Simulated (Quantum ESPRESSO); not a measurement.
# TePd (P6_3/mmc): zone-centre phonons

Aim: the zone-centre modes of TePd (P6_3/mmc).

Method: DFT LDA, scalar-relativistic, plane waves, GBRV ultrasoft pseudopotentials, in Quantum ESPRESSO 7.5.

## Step 1: Starting point

It takes space group P6_3/mmc (No. 194, hexagonal). Conventional cell: a = 4.152 Å, b = 4.152 Å, c = 5.672 Å, α = 90.00°, β = 90.00°, γ = 120.00°. Nearest to Te lie 6 Pd at 2.79 Å. Pd has 6 Te at 2.79 Å and 2 Pd at 2.84 Å nearest. Farther neighbours and most contacts between anions are not listed.

## Step 2: A probe with smearing

Before anything dear is run, a loose run with smearing shows whether this is a metal and how far the cell is from rest.

File probe.in:

```
&control
   calculation = 'scf'
   prefix = 'x'
   outdir = './tmp'
   pseudo_dir = './pseudo'
   tprnfor = .true.
   tstress = .true.
   verbosity = 'high'
/
&system
   ibrav = 0
   nat = 4
   ntyp = 2
   ecutwfc = 40.0
   ecutrho = 240.0
   occupations = 'smearing'
   smearing = 'gaussian'
   degauss = 0.01
/
&electrons
   conv_thr = 1.0d-07
   mixing_beta = 0.7
   electron_maxstep = 100
/
ATOMIC_SPECIES
 Te    127.6000  Te.upf
 Pd    106.4200  Pd.upf
CELL_PARAMETERS angstrom
     4.152100000    0.000000000    0.000000000
    -2.076050000    3.595824079    0.000000000
     0.000000000    0.000000000    5.671900000
ATOMIC_POSITIONS crystal
 Te     0.333333333   0.666666667   0.250000000
 Te     0.666666667   0.333333333   0.750000000
 Pd     0.000000000   0.000000000   0.000000000
 Pd     0.000000000   0.000000000   0.500000000
K_POINTS automatic
 6 6 4 0 0 0
```

Launch:

```bash
OMP_NUM_THREADS=1 mpirun -n 4 pw.x -nk 4 -in probe.in > probe.out
```

The program printed:

```text
[banners, grids, parts of the stress and lines that vanish by symmetry left out]
Program PWSCF v.7.5
     Message from routine setup:
     using ibrav=0 with symmetry is DISCOURAGED, use correct ibrav instead
[...]
kinetic-energy cutoff     =      40.0000  Ry
     charge density cutoff     =     240.0000  Ry
     scf convergence threshold =      1.0E-07
[...]
Exchange-correlation=  SLA  PZ   NOGX NOGC
                           (   1   1   0   0   0   0   0)
[...]
24 Sym. Ops., with inversion, found (12 have fractional translation)
[...]
(     0          1          0      )
                  (     0          0          1      )
[...]
(  0.0000000  1.0000000  0.0000000 )
                  (  0.0000000  0.0000000  1.0000000 )
[...]
(     0         -1          0      )       ( -0.0000000 )
[...]
(     0          0          1      )
[...]
( -0.8660254 -0.5000000  0.0000000 )
                  (  0.0000000  0.0000000  1.0000000 )
[...]
number of k points=    21  Gaussian smearing, width (Ry)=  0.0100
[...]
End of self-consistent calculation
[...]
the Fermi energy is    11.9949 ev
!    total energy              =    -450.77562503 Ry
[...]
convergence has been achieved in   9 iterations
[...]
atom    1 type  1   force =    -0.00000000   -0.00000000   -0.00000000
     atom    2 type  1   force =     0.00000000    0.00000000    0.00000000
     atom    3 type  2   force =     0.00000000    0.00000000    0.00000000
     atom    4 type  2   force =     0.00000000    0.00000000    0.00000000
[...]
Total force =     0.000000     Total SCF correction =     0.000000
[...]
total   stress  (Ry/bohr**3)                   (kbar)     P=      -22.03
[...]
XML data file, charge density, pseudopotentials, collected wavefunctions

   JOB DONE.
```

Wall time 7.8 s (4 MPI ranks of Arm Neoverse V1, shared host); 31 s of CPU time.

This step gave:

```yaml
volume_per_atom: 21.17 Å³
pressure: -2.203 GPa
gap_on_the_k_mesh: 0 eV
```

No gap opens on this mesh, so smearing is kept; the start stands at -2.2 GPa.

## Step 3: Relaxation

The relaxation runs at a cutoff a fifth above that of the response, since stress converges more slowly with the basis than frequencies do. Forces and stress are brought to rest with tight thresholds.

File relax.in:

```
&control
   calculation = 'vc-relax'
   prefix = 'x'
   outdir = './tmp'
   pseudo_dir = './pseudo'
   tprnfor = .true.
   tstress = .true.
   forc_conv_thr = 2.0d-05
   etot_conv_thr = 1.0d-07
   nstep = 40
/
&system
   ibrav = 0
   nat = 4
   ntyp = 2
   ecutwfc = 48
   ecutrho = 288.0
   occupations = 'smearing'
   smearing = 'mv'
   degauss = 0.02
/
&electrons
   conv_thr = 1.0d-11
   mixing_beta = 0.7
   electron_maxstep = 100
/
&ions
/
&cell
   press_conv_thr = 0.2
/
ATOMIC_SPECIES
 Te    127.6000  Te.upf
 Pd    106.4200  Pd.upf
CELL_PARAMETERS angstrom
     4.152100000    0.000000000    0.000000000
    -2.076050000    3.595824079    0.000000000
     0.000000000    0.000000000    5.671900000
ATOMIC_POSITIONS crystal
 Te     0.333333333   0.666666667   0.250000000
 Te     0.666666667   0.333333333   0.750000000
 Pd     0.000000000   0.000000000   0.000000000
 Pd     0.000000000   0.000000000   0.500000000
K_POINTS automatic
 12 12 8 0 0 0
```

Launch:

```bash
OMP_NUM_THREADS=1 mpirun -n 4 pw.x -nk 4 -in relax.in > relax.out
```

The program printed:

```text
[banners, grids, parts of the stress and lines that vanish by symmetry left out]
[banner, memory and clock lines left out]
Program PWSCF v.7.5

[...]
kinetic-energy cutoff     =      48.0000  Ry
     charge density cutoff     =     288.0000  Ry
     scf convergence threshold =      1.0E-11
[...]
energy convergence thresh.=      1.0E-07
     force convergence thresh. =      2.0E-05
     press convergence thresh. =      2.0E-01
     Exchange-correlation=  SLA  PZ   NOGX NOGC
                           (   1   1   0   0   0   0   0)
[...]
24 Sym. Ops., with inversion, found (12 have fractional translation)
[...]
number of k points=    95  Marzari-Vanderbilt smearing, width (Ry)=  0.0200
[...]
End of self-consistent calculation
[...]
the Fermi energy is    12.0470 ev
!    total energy              =    -450.77768653 Ry
[...]
convergence has been achieved in  13 iterations
[...]
atom    1 type  1   force =     0.00000000    0.00000000    0.00000000
     atom    2 type  1   force =     0.00000000    0.00000000   -0.00000000
     atom    3 type  2   force =     0.00000000   -0.00000000   -0.00000000
     atom    4 type  2   force =     0.00000000    0.00000000   -0.00000000
     Total force =     0.000000     Total SCF correction =     0.000000
[...]
total   stress  (Ry/bohr**3)                   (kbar)     P=      -23.03
[...]
number of bfgs steps    =   0
[...]
CELL_PARAMETERS (angstrom)
[...]
ATOMIC_POSITIONS (crystal)
Te               0.3333333330        0.6666666670        0.2500000000
Te               0.6666666670        0.3333333330        0.7500000000
Pd               0.0000000000       -0.0000000000       -0.0000000000
Pd               0.0000000000        0.0000000000        0.5000000000
[...]
New effective cutoffs (rho, wfc):  290.44   48.51
[...]
End of self-consistent calculation
[...]
the Fermi energy is    12.2740 ev
!    total energy              =    -450.77847512 Ry
[...]
convergence has been achieved in   8 iterations
[...]
atom    1 type  1   force =     0.00000000   -0.00000000    0.00000000
     atom    2 type  1   force =    -0.00000000   -0.00000000   -0.00000000
     atom    3 type  2   force =    -0.00000000   -0.00000000    0.00000000
     atom    4 type  2   force =     0.00000000   -0.00000000    0.00000000
     Total force =     0.000000     Total SCF correction =     0.000000
[...]
total   stress  (Ry/bohr**3)                   (kbar)     P=       -9.08
[...]
number of bfgs steps    =   1
[...]
CELL_PARAMETERS (angstrom)
[...]
ATOMIC_POSITIONS (crystal)
[...]
New effective cutoffs (rho, wfc):  293.28   49.01
[...]
End of self-consistent calculation
[...]
the Fermi energy is    12.4400 ev
!    total energy              =    -450.77867991 Ry
[...]
convergence has been achieved in   8 iterations
[...]
atom    1 type  1   force =     0.00000000   -0.00000000    0.00000000
     atom    2 type  1   force =    -0.00000000    0.00000000    0.00000000
     atom    3 type  2   force =     0.00000000    0.00000000    0.00000000
     atom    4 type  2   force =     0.00000000    0.00000000    0.00000000
     Total force =     0.000000     Total SCF correction =     0.000000
[...]
total   stress  (Ry/bohr**3)                   (kbar)     P=        1.59
[...]
number of bfgs steps    =   2
[...]
CELL_PARAMETERS (angstrom)
[...]
ATOMIC_POSITIONS (crystal)
[...]
New effective cutoffs (rho, wfc):  294.05   49.15
[...]
End of self-consistent calculation
[...]
the Fermi energy is    12.4209 ev
!    total energy              =    -450.77879749 Ry
[...]
convergence has been achieved in   9 iterations
[...]
atom    1 type  1   force =     0.00000000   -0.00000000   -0.00000000
     atom    2 type  1   force =     0.00000000   -0.00000000    0.00000000
[...]
Total force =     0.000000     Total SCF correction =     0.000000
[...]
total   stress  (Ry/bohr**3)                   (kbar)     P=        0.50
[...]
number of bfgs steps    =   5
[...]
CELL_PARAMETERS (angstrom)
[...]
ATOMIC_POSITIONS (crystal)
[...]
New effective cutoffs (rho, wfc):  296.60   49.62
[...]
End of self-consistent calculation
[...]
the Fermi energy is    12.4130 ev
!    total energy              =    -450.77880010 Ry
[...]
convergence has been achieved in   8 iterations
[...]
Total force =     0.000000     Total SCF correction =     0.000000
[...]
total   stress  (Ry/bohr**3)                   (kbar)     P=        0.03
[...]
number of bfgs steps    =   6
[...]
small trust_radius: resetting bfgs history
[...]
CELL_PARAMETERS (angstrom)
[...]
ATOMIC_POSITIONS (crystal)
[...]
New effective cutoffs (rho, wfc):  296.60   49.62
[...]
End of self-consistent calculation
[...]
the Fermi energy is    12.4128 ev
!    total energy              =    -450.77880010 Ry
[...]
convergence has been achieved in   4 iterations
[...]
atom    1 type  1   force =     0.00000000   -0.00000000   -0.00000000
     atom    2 type  1   force =    -0.00000000    0.00000000    0.00000000
     atom    3 type  2   force =    -0.00000000    0.00000000    0.00000000
     atom    4 type  2   force =    -0.00000000    0.00000000    0.00000000
     Total force =     0.000000     Total SCF correction =     0.000000
[...]
total   stress  (Ry/bohr**3)                   (kbar)     P=        0.01
[...]
bfgs converged in   8 scf cycles and   7 bfgs steps
[...]
End of BFGS Geometry Optimization
     Final enthalpy           =    -450.7788001023 Ry
     File ./tmp/x.bfgs deleted, as requested
[...]
CELL_PARAMETERS (angstrom)
[...]
ATOMIC_POSITIONS (crystal)
[...]
Pd               0.0000000000       -0.0000000000       -0.0000000000
Pd               0.0000000000        0.0000000000        0.5000000000
[...]
Final scf calculation at the relaxed structure.
[...]
kinetic-energy cutoff     =      48.0000  Ry
     charge density cutoff     =     288.0000  Ry
     scf convergence threshold =      1.0E-13
[...]
press convergence thresh. =      2.0E-01
     Exchange-correlation=  SLA  PZ   NOGX NOGC
                           (   1   1   0   0   0   0   0)
[...]
24 Sym. Ops., with inversion, found (12 have fractional translation)
[...]
number of k points=    95  Marzari-Vanderbilt smearing, width (Ry)=  0.0200
[...]
c_bands:  1 eigenvalues not converged
     c_bands:  2 eigenvalues not converged
     c_bands:  1 eigenvalues not converged
     c_bands:  2 eigenvalues not converged
     c_bands:  2 eigenvalues not converged
     c_bands:  1 eigenvalues not converged
[...]
End of self-consistent calculation
[...]
the Fermi energy is    12.4128 ev
!    total energy              =    -450.77872042 Ry
[...]
convergence has been achieved in  15 iterations
[...]
atom    1 type  1   force =    -0.00000000   -0.00000000   -0.00000000
     atom    2 type  1   force =     0.00000000    0.00000000    0.00000000
     atom    3 type  2   force =     0.00000000    0.00000000   -0.00000000
     atom    4 type  2   force =     0.00000000    0.00000000   -0.00000000
     Total force =     0.000000     Total SCF correction =     0.000000
[...]
total   stress  (Ry/bohr**3)                   (kbar)     P=       -0.09
[...]
XML data file, charge density, pseudopotentials, collected wavefunctions
```

Elapsed: 5.5 min, on 4 MPI ranks; 22 min of CPU time.

The steps of the relaxation:

| step | energy less that of the first step (eV) | largest force (eV/Å) | volume (Å³) |
| --- | --- | --- | --- |
| 1 | 0.0000 | 0.0000 | 84.68 |
| 2 | -0.0107 | 0.0000 | 83.69 |
| 3 | -0.0135 | 0.0000 | 82.98 |
| 4 | -0.0140 | 0.0000 | 82.95 |
| 5 | -0.0147 | 0.0000 | 82.97 |
| 6 | -0.0151 | 0.0000 | 83.03 |
| 7 | -0.0152 | 0.0000 | 83.06 |
| 8 | -0.0152 | 0.0000 | 83.06 |
| 9 | -0.0141 | 0.0000 | 83.06 |

```csv
"conventional cell, symmetrised",before,after,change
a (Å),4.152,4.147,-0.1 %
b (Å),4.152,4.147,-0.1 %
c (Å),5.672,5.578,-1.7 %
volume (Å³/atom),21.17,20.77,-1.9 %
```

The relaxed structure:

```xyz
4
Lattice="4.1468 0.0000 0.0000 -2.0734 3.5913 0.0000 0.0000 0.0000 5.5776" Properties=species:S:1:pos:R:3 pbc="T T T"
Te    0.0000    2.3942    1.3944
Te    2.0734    1.1971    4.1832
Pd    0.0000    0.0000    0.0000
Pd    0.0000    0.0000    2.7888
```

The last row of the table of steps is pw.x's closing run on a basis chosen anew for the final cell, so its energy can jump.

This step gave:

```
volume per atom : 20.77 Å³
pressure        : -0.009667 GPa
```

The volume changes by -1.9 % from the cell with which this run began.

## Step 4: Ground state

Perturbation theory inherits every error of the wavefunctions, so the threshold is set near the limit of the arithmetic. Smearing stays on, as the first look found no gap above 0.3 eV.

File scf.in:

```
&control
   calculation = 'scf'
   prefix = 'x'
   outdir = './tmp'
   pseudo_dir = './pseudo'
   tprnfor = .true.
   tstress = .true.
/
&system
   ibrav = 0
   nat = 4
   ntyp = 2
   ecutwfc = 40.0
   ecutrho = 240.0
   occupations = 'smearing'
   smearing = 'mv'
   degauss = 0.02
/
&electrons
   conv_thr = 1.0d-12
   mixing_beta = 0.7
   electron_maxstep = 100
/
ATOMIC_SPECIES
 Te    127.6000  Te.upf
 Pd    106.4200  Pd.upf
CELL_PARAMETERS angstrom
     4.146846166    0.000000000    0.000000000
    -2.073423083    3.591274125    0.000000000
     0.000000000    0.000000000    5.577606727
ATOMIC_POSITIONS crystal
 Te     0.333333333   0.666666667   0.250000000
 Te     0.666666667   0.333333333   0.750000000
 Pd     0.000000000   0.000000000   0.000000000
 Pd     0.000000000   0.000000000   0.500000000
K_POINTS automatic
 12 12 8 0 0 0
```

Launch:

```bash
OMP_NUM_THREADS=1 mpirun -n 4 pw.x -nk 4 -in scf.in > scf.out
```

The program printed:

```text
[banners, grids, parts of the stress and lines that vanish by symmetry left out]
[banner, memory and clock lines left out]
Program PWSCF v.7.5

[...]
kinetic-energy cutoff     =      40.0000  Ry
     charge density cutoff     =     240.0000  Ry
     scf convergence threshold =      1.0E-12
[...]
Exchange-correlation=  SLA  PZ   NOGX NOGC
                           (   1   1   0   0   0   0   0)
[...]
24 Sym. Ops., with inversion, found (12 have fractional translation)
[...]
number of k points=    95  Marzari-Vanderbilt smearing, width (Ry)=  0.0200
[...]
End of self-consistent calculation
[...]
the Fermi energy is    12.4128 ev
!    total energy              =    -450.77773748 Ry
[...]
convergence has been achieved in  12 iterations
[...]
atom    1 type  1   force =    -0.00000000   -0.00000000    0.00000000
     atom    2 type  1   force =    -0.00000000    0.00000000    0.00000000
     atom    3 type  2   force =     0.00000000    0.00000000    0.00000000
     atom    4 type  2   force =    -0.00000000    0.00000000    0.00000000
     Total force =     0.000000     Total SCF correction =     0.000000
[...]
total   stress  (Ry/bohr**3)                   (kbar)     P=        1.07
[...]
XML data file, charge density, pseudopotentials, collected wavefunctions
```

Elapsed: 34 s, on 4 MPI ranks.

Numbers from this step:

| Property | Result |
| --- | --- |
| pressure | 0.1070 GPa |

The cell stands at 0.11 GPa, close enough for phonons.

(Continued in part 2 of 2.)

[Host names and launcher messages were left out of these logs when they were recorded.]

[Logs are printed without paths, hosts, clocks, repeated set-up lines and the standing remarks that a program may print on its own settings, such as how far it seeks lower states.]

[Hosts, paths, dates, database ids (printed as entryN), source tags and the programs' standing remarks are cut or masked in the printed files.]
